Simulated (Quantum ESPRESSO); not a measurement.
**LiH (Fm-3m): from Born charge to LO-TO splitting**

Wanted: the LO mode of LiH (Fm-3m) from the TO mode and the field response.

Main program and level: Quantum ESPRESSO 7.5; DFT LDA, scalar-relativistic, plane waves, PseudoDojo norm-conserving pseudopotentials.

The database entry behind the starting cell differs from later determinations by our own check (the deuteride, about 0.2 % short), so it need not match the best structure at ambient conditions.

## 1. Set-up

Symmetry: Fm-3m, No. 225, cubic system. The conventional cell has a = 3.909 Å, b = 3.909 Å, c = 3.909 Å, α = 90.00°, β = 90.00°, γ = 90.00°. Li has 6 H at 1.95 Å nearest. Nearest to H lie 6 Li at 1.95 Å. Farther neighbours are not listed.

Structure file:

```cif
data_structure
_symmetry_space_group_name_H-M 'P 1'
_symmetry_Int_Tables_number 1
_cell_length_a 2.7643
_cell_length_b 2.7643
_cell_length_c 2.7643
_cell_angle_alpha 60.000
_cell_angle_beta 60.000
_cell_angle_gamma 60.000
_cell_volume 14.94
loop_
_atom_site_label
_atom_site_type_symbol
_atom_site_fract_x
_atom_site_fract_y
_atom_site_fract_z
_atom_site_occupancy
Li1 Li 0.00000 0.00000 0.00000 1
H2 H 0.50000 0.50000 0.50000 1
```

This is the cell after its relaxation at this level of theory, not the database cell from which that began.

## 2. What the response run gave

A linear-response run on the relaxed cell, with the response to an electric field; only its zone-centre results are used. Cutoff 81 Ry, k mesh 12×12×12.

What it wrote:

```text
[banners, grids, parts of the stress and lines that vanish by symmetry left out]
Program PHONON v.7.5
     Reading xml data from directory:

[...]
Exchange-correlation= PW
                           (   1   4   0   0   0   0   0)
[...]
kinetic-energy cut-off    =      81.0000  Ry
     charge density cut-off    =     324.0000  Ry
     convergence threshold     =      1.0E-18
[...]
Exchange-correlation= PW
                           (   1   4   0   0   0   0   0)
[...]
q = (   0.0000000   0.0000000   0.0000000 )
     49 Sym.Ops. (with q -> -q+G )
     G cutoff =  447.8972  (   9841 G-vectors)     FFT grid: ( 30, 30, 30)
     number of k points=    72
[...]
Mode symmetry, O_h (m-3m)  point group:
[...]
Dielectric constant
[...]
End of electric fields calculation
          Dielectric constant in cartesian axis
          (       5.009663328       0.000000000       0.000000000 )
          (       0.000000000       5.009663328      -0.000000000 )
          (       0.000000000      -0.000000000       5.009663328 )
          Effective charges (d Force / dE) in cartesian axis without acoustic sum rule applied (asr)
           atom    1  Li    Mean Z*:        1.02662
      Ex  (        1.02662        0.00000        0.00000 )
      Ey  (        0.00000        1.02662       -0.00000 )
      Ez  (        0.00000       -0.00000        1.02662 )
           atom    2  H     Mean Z*:       -1.02747
      Ex  (       -1.02747       -0.00000        0.00000 )
      Ey  (       -0.00000       -1.02747       -0.00000 )
      Ez  (        0.00000       -0.00000       -1.02747 )
          Effective charges Sum: Mean:       -0.00085
[...]
Effective charges (d Force / dE) in cartesian axis with asr applied:
           atom    1  Li    Mean Z*:        1.02704
[...]
atom    2  H     Mean Z*:       -1.02704
[...]
Representation #   1 modes #   1   2   3
[...]
End of self-consistent calculation
     Convergence has been achieved
     Representation #   2 modes #   4   5   6
[...]
End of self-consistent calculation
     Convergence has been achieved
[...]
Dielectric constant in cartesian axis
          (       5.009663328       0.000000000       0.000000000 )
          (       0.000000000       5.009663328      -0.000000000 )
          (       0.000000000      -0.000000000       5.009663328 )
          Effective charges (d Force / dE) in cartesian axis without acoustic sum rule applied (asr)
           atom    1  Li    Mean Z*:        1.02662
      Ex  (        1.02662        0.00000        0.00000 )
      Ey  (        0.00000        1.02662       -0.00000 )
      Ez  (        0.00000       -0.00000        1.02662 )
           atom    2  H     Mean Z*:       -1.02747
      Ex  (       -1.02747       -0.00000        0.00000 )
      Ey  (       -0.00000       -1.02747       -0.00000 )
      Ez  (        0.00000       -0.00000       -1.02747 )
          Effective charges Sum: Mean:       -0.00085
[...]
Effective charges (d Force / dE) in cartesian axis with asr applied:
           atom    1  Li    Mean Z*:        1.02704
[...]
atom    2  H     Mean Z*:       -1.02704
[...]
q = (    0.000000000   0.000000000   0.000000000 )
[...]
freq (    1) =       0.034658 [THz] =       1.156059 [cm-1]
     freq (    2) =       0.034658 [THz] =       1.156059 [cm-1]
     freq (    3) =       0.034658 [THz] =       1.156059 [cm-1]
     freq (    4) =      19.405585 [THz] =     647.300633 [cm-1]
     freq (    5) =      19.405585 [THz] =     647.300633 [cm-1]
     freq (    6) =      19.405585 [THz] =     647.300633 [cm-1]
[...]
Mode symmetry, O_h (m-3m)  point group:
     freq (   1-   3) =          1.2  [cm-1]   --> T_1u G_15  G_4- I
     freq (   4-   6) =        647.3  [cm-1]   --> T_1u G_15  G_4- I

   JOB DONE.
```

```
                       quantity   value
             cell volume Ω (Å³)  14.936
                 mass of Li (u)   6.940
                  mass of H (u)   1.008
     Born charge of Li, raw (e)   1.027
      Born charge of H, raw (e)  -1.028
                             ε∞   5.010
ω(TO) after the sum rule (cm⁻¹)   647.3
```

## 3. The calculation

The charges must sum to zero over the cell; taking off their mean, 0.000 e, leaves Z* = 1.027 e on Li. In the polar mode Li moves against H, so the reduced mass is μ = 6.94 × 1.01 / 7.95 = 0.880 u.

A longitudinal wave builds up a field that adds to the restoring force: ω(LO)² = ω(TO)² + 4π Z*² / (μ Ω ε∞), in Hartree atomic units. With μ = 1604 electron masses and Ω = 100.79 bohr³ the second term is 1.6362e-05 Ha², or 788131 cm⁻² (1 Ha = 219474.6 cm⁻¹).

So ω(LO) = √(419010 + 788131) = 1098.7 cm⁻¹, and by the Lyddane-Sachs-Teller relation ε₀ = ε∞ (ω(LO)/ω(TO))² = 14.43.

## 4. Check against the program

The analysis program adds the same non-analytic term to the full matrix, here for q along (1 0 0).

What it wrote:

```text
[banner, memory and clock lines left out]
Program DYNMAT v.7.5

     Reading Dynamical Matrix from file g.dyn
     ...Force constants read
     ...epsilon and Z* read

     Polarizability (A^3 units)
     multiply by 0.427981 for Clausius-Mossotti correction
         4.765747    0.000000    0.000000
         0.000000    4.765747   -0.000000
         0.000000   -0.000000    4.765747

     IR activities are in (D/A)^2/amu units

# mode   [cm-1]    [THz]      IR
    1     -0.00   -0.0000    0.0000
    2     -0.00   -0.0000    0.0000
    3      0.00    0.0000    0.0000
    4    647.31   19.4058   27.6492
    5    647.31   19.4058   27.6492
    6   1098.69   32.9380   27.6492
```

ε₀ comes from the program's run without a direction of q.

```
    quantity  by hand  program
ω(LO) (cm⁻¹)   1098.7   1098.7
          ε₀    14.43    14.43
```

## 5. Summary of results

| Property | Result |
| --- | --- |
| TO mode | 647.3 cm⁻¹ |
| LO mode | 1099 cm⁻¹ |
| static dielectric constant | 14.43 |

What this shows: The LO mode of LiH (Fm-3m) lies at 1099 cm⁻¹, 451 cm⁻¹ above the TO mode; the formula meets the program within 0.1 cm⁻¹, as it must for a cubic crystal with one polar mode. ω(LO)² − ω(TO)² goes with Z*²/ε∞: an error of 5 % in ε∞ would move the LO mode by 17.2 cm⁻¹, and semilocal functionals tend to overestimate ε∞. These are harmonic values at zero temperature, at the volume of this functional, for the structure held cubic; stability elsewhere in the zone is no part of this calculation.

[Host names and launcher messages were left out of these logs when they were recorded.]

[Logs are printed without paths, hosts, clocks, repeated set-up lines and the standing remarks that a program may print on its own settings, such as how far it seeks lower states.]

[Hosts, paths, dates, database ids (printed as entryN), source tags and the programs' standing remarks are cut or masked in the printed files.]
